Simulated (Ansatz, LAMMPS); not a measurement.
**Relaxing ionic liquid ethylammonium Br-, from a frame at 590 K (144 atoms)**

Aim: bring ionic liquid ethylammonium Br-, from a frame at 590 K (144 atoms) to a nearby minimum of the energy and see what moves.

Calculated with Ansatz 0.2.0; Kohn-Sham DFT, PBE+D4, PAW (set soft_2), plane waves.

## 1. Set-up

The cell holds 144 atoms: 24 C, 12 N, 96 H and 12 Br. Its edges and angles: a = 12.252 Å, b = 12.252 Å, c = 12.252 Å, α = 90.0°, β = 90.0°, γ = 90.0°. 12 ethylammonium, 12 Br- placed at random, at 1.36 g/cm³; overlaps pushed apart, then 10 ps at 700 K with Joung-Cheatham ions (J. Phys. Chem. B 112, 9020 (2008)); MMFF94 bonds, angles, torsions, charges and radii (Halgren, J. Comput. Chem. 17, 490 (1996)) in harmonic and 12-6 forms; charges of ions scaled by 0.8. Snapshot after 30 ps at 590 K and fixed volume.

What the set-up can't give: The network of contacts between molecules at the start is that of the classical potential that made the cell. The density was typed from a rule of thumb and may lie off the real one at this temperature. The Brillouin zone is sampled at Γ only, in a cell whose shortest periodic width is 12 Å.

## 2. Single point at the start

A single point comes first, to see the forces before anything moves.

input.yaml

```yaml
crystal:
  lattice:
    - [12.25235, 0.0, 0.0]
    - [0.0, 12.25235, 0.0]
    - [0.0, 0.0, 12.25235]
  atoms:
    - { symbol: C, position: [0.85285, 0.775, 0.57125] }
    - { symbol: C, position: [0.92458, 0.74103, 0.48071] }
    - { symbol: "N", position: [0.9577, 0.83508, 0.42573] }
    - { symbol: H, position: [0.77385, 0.80491, 0.53566] }
    [... 134 atom lines left out ...]
    - { symbol: Br, position: [0.13327, 0.00602, 0.53692] }
    - { symbol: Br, position: [0.00887, 0.81308, 0.18641] }
    - { symbol: Br, position: [0.62303, 0.58681, 0.13859] }
    - { symbol: Br, position: [0.40946, 0.82488, 0.46151] }
    - { symbol: Br, position: [0.87625, 0.23826, 0.97046] }
    - { symbol: Br, position: [0.75075, 0.9935, 0.33872] }
kpoints:
  mp_grid: { grid: [1, 1, 1] }
hamiltonian:
  xc: pbe
  dispersion: d4
scf:
  occupations: { method: fixed }
output:
  forces: true
  stress: true
  populations: intrinsic
  dos:
    method: { smearing: { sigma: 0.08 } }
    de: 0.1
    projected: { site_lists: { Br: [Br], C: [C], H: [H], "N": ["N"] } }
  eigenvalues: true
```

Launch:

```
$ ansatz run input.yaml --threads 4 --pin off --max-ram 8192MiB --backend cpu --events-out ev --progress --plain --runs-dir out
```

The job ended after 24 s (4 threads of Arm Neoverse V1, shared host; peak memory 2.1 GiB; 93 s of CPU time).

The run gave:

- free energy: -45592.1057 eV
- free energy per atom: -316.6118 eV/atom
- SCF cycles: 9
- pressure: 0.8622 GPa
- r.m.s. force component: 1.099 eV/Å
- longest force: 5.226 eV/Å
- Fermi energy: -0.2249 eV
- gap (highest filled to lowest empty level): 3.062 eV

The r.m.s. force component of 1.1 eV/Å and the pressure of 0.86 GPa set the starting point.

Length of the force by element:

| element | coordination | atoms | mean length of the force (eV/Å) | spread | least | most |
| --- | --- | --- | --- | --- | --- | --- |
| Br | all | 12 | 0.344 | 0.203 | 0.112 | 0.759 |
| C | all | 24 | 2.58 | 0.947 | 1.13 | 5.23 |
| H | all | 96 | 1.36 | 0.742 | 0.239 | 4.21 |
| N | all | 12 | 2.76 | 1.13 | 1.64 | 4.89 |

## 3. Relaxation

The atoms are relaxed in the fixed cell, aiming at the force tolerance of the input.

input.yaml, the sections that differ from step 2:

```yaml
output:
  forces: true
relax:
  f_tol: 0.05
  max_steps: 200
# crystal, kpoints, hamiltonian, scf: as in step 2
```

Run time: 5.3 min. Hardware: 4 threads; peak memory 1.9 GiB.

Relaxation path (22 of 31):

| step | energy less that of the first step (eV) | largest force component (eV/Å) |
| --- | --- | --- |
| 1 | 0.0000 | 4.7114 |
| 2 | -7.1701 | 1.8818 |
| 4 | -10.2566 | 0.2914 |
| 5 | -10.8584 | 0.3528 |
| 7 | -11.5869 | 0.2909 |
| 8 | -11.8603 | 0.2796 |
| 10 | -12.3323 | 0.4212 |
| 11 | -12.5131 | 0.4992 |
| 12 | -12.6797 | 0.4900 |
| 14 | -12.9018 | 0.2123 |
| 15 | -12.9812 | 0.1824 |
| 17 | -13.1302 | 0.2517 |
| 18 | -13.2018 | 0.2794 |
| 20 | -13.3396 | 0.4415 |
| 21 | -13.4073 | 0.4877 |
| 22 | -13.4797 | 0.3810 |
| 24 | -13.6078 | 0.0935 |
| 25 | -13.6393 | 0.1257 |
| 27 | -13.6699 | 0.1412 |
| 28 | -13.6794 | 0.1026 |
| 30 | -13.6874 | 0.0554 |
| 31 | -13.6887 | 0.0257 |

The atoms that moved most (Å):

| atom | dx | dy | dz | length |
| --- | --- | --- | --- | --- |
| H33 | -1.249 | 1.788 | -0.676 | 2.283 |
| H31 | -1.250 | 1.484 | 1.035 | 2.199 |
| H114 | -1.093 | -1.236 | 1.387 | 2.155 |
| H72 | -1.143 | 0.506 | 1.554 | 1.994 |
| H118 | 1.117 | -0.084 | 1.601 | 1.954 |
| H50 | 0.682 | 0.514 | -1.691 | 1.895 |
| H16 | 1.543 | 0.466 | 0.808 | 1.803 |
| H86 | 0.412 | -0.814 | -1.472 | 1.732 |

The relaxation changed the energy by -95.1 meV/atom, and atoms moved by 1.1 Å r.m.s., 2.3 Å at most.

## 4. Structure statistics after relaxation

Bonds before and after, by the cutoffs listed below:

| pair | bonds before | bonds after | mean before (Å) | mean after (Å) | spread before (Å) | spread after (Å) |
| --- | --- | --- | --- | --- | --- | --- |
| H-C | 60 | 60 | 1.095 | 1.098 | 0.040 | 0.001 |
| H-N | 36 | 36 | 1.028 | 1.049 | 0.032 | 0.005 |
| C-C | 12 | 12 | 1.509 | 1.518 | 0.038 | 0.001 |
| C-N | 12 | 12 | 1.498 | 1.495 | 0.061 | 0.002 |

Density 1.36 g/cm³, 12.77 Å³ an atom.

g(r), total and by pair (bins of 0.2 Å):

| r (Å) | total | H-H | H-C | H-Br | H-N | C-C | C-Br |
| --- | --- | --- | --- | --- | --- | --- | --- |
| 1.00 | 6.00 | 0.00 | 16.50 | 0.00 | 21.00 | 0.00 | 0.00 |
| 1.20 | 0.00 | 0.00 | 0.00 | 0.00 | 0.00 | 0.00 | 0.00 |
| 1.40 | 0.39 | 0.00 | 0.00 | 0.00 | 0.00 | 0.00 | 0.00 |
| 1.60 | 0.79 | 0.96 | 0.00 | 0.00 | 0.00 | 13.10 | 0.00 |
| 1.80 | 1.53 | 3.43 | 0.00 | 0.00 | 0.00 | 0.00 | 0.00 |
| 2.00 | 0.39 | 0.00 | 0.74 | 0.00 | 2.06 | 0.00 | 0.00 |
| 2.20 | 1.81 | 0.09 | 5.90 | 2.75 | 1.41 | 0.00 | 0.00 |
| 2.40 | 0.98 | 1.58 | 0.00 | 1.37 | 0.00 | 0.00 | 0.00 |
| 2.60 | 0.87 | 1.71 | 0.36 | 0.19 | 0.00 | 0.00 | 0.00 |
| 2.80 | 0.56 | 0.28 | 0.71 | 0.48 | 2.00 | 0.00 | 0.00 |
| 3.00 | 0.70 | 1.32 | 0.17 | 0.56 | 0.07 | 0.00 | 0.00 |
| 3.20 | 0.64 | 0.82 | 0.24 | 1.11 | 0.06 | 0.00 | 0.00 |
| 3.40 | 0.68 | 0.57 | 0.52 | 0.72 | 0.87 | 0.00 | 0.00 |
| 3.60 | 0.86 | 0.98 | 0.58 | 1.80 | 0.54 | 0.20 | 0.38 |
| 3.80 | 1.09 | 1.14 | 0.44 | 2.63 | 0.80 | 0.36 | 2.59 |
| 4.00 | 0.86 | 0.57 | 0.84 | 1.27 | 0.95 | 0.47 | 5.35 |
| 4.20 | 0.99 | 0.97 | 0.89 | 1.41 | 0.68 | 0.73 | 3.58 |
| 4.40 | 0.89 | 0.80 | 0.97 | 0.98 | 0.82 | 0.53 | 1.83 |
| 4.60 | 0.94 | 0.78 | 1.14 | 0.90 | 1.08 | 1.42 | 0.60 |
| 4.80 | 0.97 | 0.90 | 1.15 | 1.19 | 0.93 | 0.65 | 0.55 |
| 5.00 | 0.99 | 1.00 | 0.78 | 1.09 | 0.94 | 1.52 | 1.02 |
| 5.20 | 1.05 | 1.10 | 0.94 | 0.92 | 1.17 | 1.03 | 1.59 |
| 5.40 | 1.19 | 1.21 | 1.25 | 0.87 | 1.39 | 1.22 | 0.70 |
| 5.60 | 1.08 | 1.07 | 1.21 | 0.62 | 1.16 | 2.25 | 0.82 |
| 5.80 | 1.09 | 1.11 | 1.17 | 0.79 | 1.09 | 1.21 | 0.53 |
| 6.00 | 1.17 | 1.27 | 1.05 | 1.01 | 1.13 | 1.56 | 0.63 |

Bonds by pair of elements; cutoffs follow the first minimum of g(r), held within bounds set by covalent radii, and pairs that aren't listed don't count as bonded:

| pair A-B | cutoff (Å) | bonds | mean length (Å) | spread (Å) | shortest (Å) | B about A | A about B |
| --- | --- | --- | --- | --- | --- | --- | --- |
| H-C | 1.34 | 60 | 1.10 | 0.001 | 1.09 | 0.625 | 2.5 |
| H-N | 1.27 | 36 | 1.05 | 0.005 | 1.04 | 0.375 | 3 |
| C-C | 1.85 | 12 | 1.52 | 0.001 | 1.51 | 1 | 1 |
| C-N | 1.79 | 12 | 1.50 | 0.002 | 1.49 | 0.5 | 1 |

How many atoms have how many bonded neighbours:

| element | mean | 0 | 1 | 4 |
| --- | --- | --- | --- | --- |
| Br | 0 | 12 | 0 | 0 |
| C | 4 | 0 | 0 | 24 |
| H | 1 | 0 | 96 | 0 |
| N | 4 | 0 | 0 | 12 |

Bond angles, per cent of each kind in bins of 5°:

| angle (°) | C-C-H | H-C-H | C-N-H | H-N-H | H-C-N |
| --- | --- | --- | --- | --- | --- |
| 105–110 | 18.3 | 97.9 | 27.8 | 86.1 | 100.0 |
| 110–115 | 81.7 | 2.1 | 72.2 | 13.9 | 0.0 |

Bond angles (no mean is given where the spread exceeds 20°):

| angle | count | mean (°) | spread (°) |
| --- | --- | --- | --- |
| C-C-H | 60 | 111 | 0.9 |
| H-C-H | 48 | 108 | 0.6 |
| C-N-H | 36 | 111 | 1.2 |
| H-N-H | 36 | 108 | 1.8 |
| H-C-N | 24 | 107 | 0.6 |

By these cutoffs all C atoms have 4, all H atoms have 1 and all N atoms have 4 bonded neighbours. The C-C-H angle averages 111° with a spread of 0.9°.

## 5. Single point at the relaxed geometry

One more single point at the end of the walk gives the fuller output and checks the residual forces.

input.yaml

```yaml
crystal:
  lattice:
    - [12.25235, 0.0, 0.0]
    - [0.0, 12.25235, 0.0]
    - [0.0, 0.0, 12.25235]
  atoms:
    - { symbol: C, position: [0.93754, 0.78628, 0.60942] }
    - { symbol: C, position: [0.99203, 0.7647, 0.50017] }
    - { symbol: "N", position: [0.97418, 0.858, 0.42351] }
    - { symbol: H, position: [0.84942, 0.79957, 0.59927] }
    [... 134 atom lines left out ...]
    - { symbol: Br, position: [0.09286, 0.0814, 0.51915] }
    - { symbol: Br, position: [0.01001, 0.7804, 0.16596] }
    - { symbol: Br, position: [0.611, 0.62655, 0.10549] }
    - { symbol: Br, position: [0.32291, 0.7758, 0.46804] }
    - { symbol: Br, position: [0.83152, 0.19191, 0.01003] }
    - { symbol: Br, position: [0.71269, 0.88929, 0.36073] }
kpoints:
  mp_grid: { grid: [1, 1, 1] }
hamiltonian:
  xc: pbe
  dispersion: d4
scf:
  occupations: { method: fixed }
output:
  forces: true
  stress: true
  populations: intrinsic
  dos:
    method: { smearing: { sigma: 0.1 } }
    de: 0.1
    projected: { site_lists: { Br: [Br], C: [C], H: [H], "N": ["N"] } }
  eigenvalues: true
  write_density: true
  write_potential: true
  volumetric_format: npy
  elf: true
```

It took 27 s on 4 threads; peak memory 2.1 GiB.

The program notes that the exchange-correlation potential is rough where the density is thin.

The run gave:

```
free energy                                      : -45605.7944 eV
free energy per atom                             : -316.7069 eV/atom
SCF cycles                                       : 9
pressure                                         : -0.3429 GPa
r.m.s. force component                           : 0.00364 eV/Å
longest force                                    : 0.02846 eV/Å
Fermi energy                                     : -0.7717 eV
gap (highest filled to lowest empty level) : 3.953 eV
```

Intrinsic-atomic-orbital charges by element:

| element | coordination | atoms | mean charge (e) | spread | least | most |
| --- | --- | --- | --- | --- | --- | --- |
| Br | all | 12 | -0.657 | 0.0298 | -0.723 | -0.614 |
| C | all | 24 | -0.381 | 0.158 | -0.546 | -0.212 |
| H | all | 96 | 0.231 | 0.0541 | 0.173 | 0.328 |
| N | all | 12 | -0.425 | 0.0024 | -0.428 | -0.421 |

States in the cell by windows of 1 eV, zero at the Fermi level; the larger projections on atomic orbitals stand beside the total:

| from (eV) | to (eV) | total | H s | C p | Br p | N p | C s | Br s |
| --- | --- | --- | --- | --- | --- | --- | --- | --- |
| -14 | -13 | 28.1 | 6.7 | 1.6 | 0.0 | 1.9 | 12.4 | 4.0 |
| -13 | -12 | 19.4 | 1.0 | 0.1 | 0.0 | 0.2 | 0.2 | 17.9 |
| -12 | -11 | 0.5 | 0.0 | 0.0 | 0.0 | 0.0 | 0.0 | 0.5 |
| -11 | -10 | 24.0 | 7.3 | 3.7 | 0.0 | 4.0 | 8.1 | 0.2 |
| -10 | -9 | 0.0 | 0.0 | 0.0 | 0.0 | 0.0 | 0.0 | 0.0 |
| -9 | -8 | 44.8 | 11.5 | 5.8 | 0.4 | 25.2 | 0.4 | 0.6 |
| -8 | -7 | 3.2 | 0.8 | 0.4 | 0.0 | 1.9 | 0.1 | 0.1 |
| -7 | -6 | 24.0 | 4.7 | 10.0 | 0.1 | 8.2 | 0.6 | 0.1 |
| -6 | -5 | 24.0 | 7.9 | 13.1 | 0.2 | 2.3 | 0.0 | 0.0 |
| -5 | -4 | 35.6 | 10.0 | 22.2 | 0.4 | 2.3 | 0.1 | 0.0 |
| -4 | -3 | 36.4 | 15.1 | 19.5 | 0.6 | 0.7 | 0.0 | 0.0 |
| -3 | -2 | 0.0 | 0.0 | 0.0 | 0.0 | 0.0 | 0.0 | 0.0 |
| -2 | -1 | 23.9 | 0.7 | 0.3 | 21.5 | 0.8 | 0.0 | 0.0 |
| -1 | 0 | 46.7 | 0.7 | 0.6 | 43.6 | 1.3 | 0.1 | 0.0 |
| 0 | 1 | 1.4 | 0.0 | 0.0 | 1.3 | 0.0 | 0.0 | 0.0 |
| 1 | 3 | 0.0 | 0.0 | 0.0 | 0.0 | 0.0 | 0.0 | 0.0 |
| 3 | 4 | 1.2 | 0.5 | 0.1 | 0.0 | 0.0 | 0.2 | 0.0 |
| 4 | 5 | 7.8 | 3.0 | 0.5 | 0.1 | 0.1 | 1.0 | 0.1 |

With fixed occupations the program's Fermi level is the highest filled level; weight inside the gap is the broadening of levels at its edges.

Between -20 and -14 eV lie 24 more states.

The levels nearest the highest filled one (over half full), pooled over k-points and spins:

| level less the highest filled one (eV) | occupation |
| --- | --- |
| -0.523 | 2 |
| -0.508 | 2 |
| -0.436 | 2 |
| -0.246 | 2 |
| -0.197 | 2 |
| 0 | 2 |
| 3.95 | 0 |
| 4.68 | 0 |
| 4.79 | 0 |
| 4.92 | 0 |
| 4.96 | 0 |
| 5.06 | 0 |

Mean intrinsic-atomic-orbital charges: Br -0.66, C -0.38, H +0.23, N -0.43 e. The largest share in the top eV of filled states is Br p (94 % of the projected weight), and in the lowest eV of empty states H s (59 % of the projected weight).

Runs without a result: basis.ecutwfc = "600 eV", magnetization.spin_polarized = true and starting moments = "other" (refused).

1 further run on a deliberately doubtful input is not shown.

## 6. Outcome

- energy change in the relaxation: -95.06 meV/atom
- r.m.s. displacement: 1.059 Å
- largest displacement: 2.283 Å
- free energy per atom: -316.7069 eV/atom
- pressure: -0.3429 GPa
- r.m.s. force component: 0.00364 eV/Å
- gap (highest filled to lowest empty level): 3.953 eV
- wall time of the 3 DFT runs: 6.1 min

**Reading.** Relaxation lowers the energy by 95.1 meV/atom and moves atoms by 1.1 Å r.m.s.; the r.m.s. force component goes from 1.1 to 0.0036 eV/Å, the pressure goes from 0.86 to -0.34 GPa, and the gap from 3.06 to 3.95 eV. By the final cutoffs no bond was broken or made. First to last step the energy falls by 13.689 eV; the largest move, 2.28 Å, is that of H33. The H-N bonds change most in mean length: from 1.028 Å (spread 0.032) to 1.049 Å (spread 0.005). Counting bonds as in the table, all C atoms have 4, all H atoms have 1 and all N atoms have 4 bonded neighbours. Between filled and empty levels lie 3.95 eV (at Γ alone); a semilocal functional tends to put such gaps too low. In a disordered cell it changes from sample to sample and from frame to frame.

Caveats: The network of contacts between molecules at the start is that of the classical potential that made the cell; in DFT atoms moved by 1.1 Å r.m.s.

[Logs are printed without paths, hosts, clocks, repeated set-up lines and the standing remarks that a program may print on its own settings, such as how far it seeks lower states.]

[Hosts, paths, dates, database ids (printed as entryN), source tags and the programs' standing remarks are cut or masked in the printed files.]

[The MMFF94 radii named for the starting cell were scaled by 0.96; in molecules described by MMFF94, hydrogen bound to N, O or S took a small fixed 12-6 site in their place.]
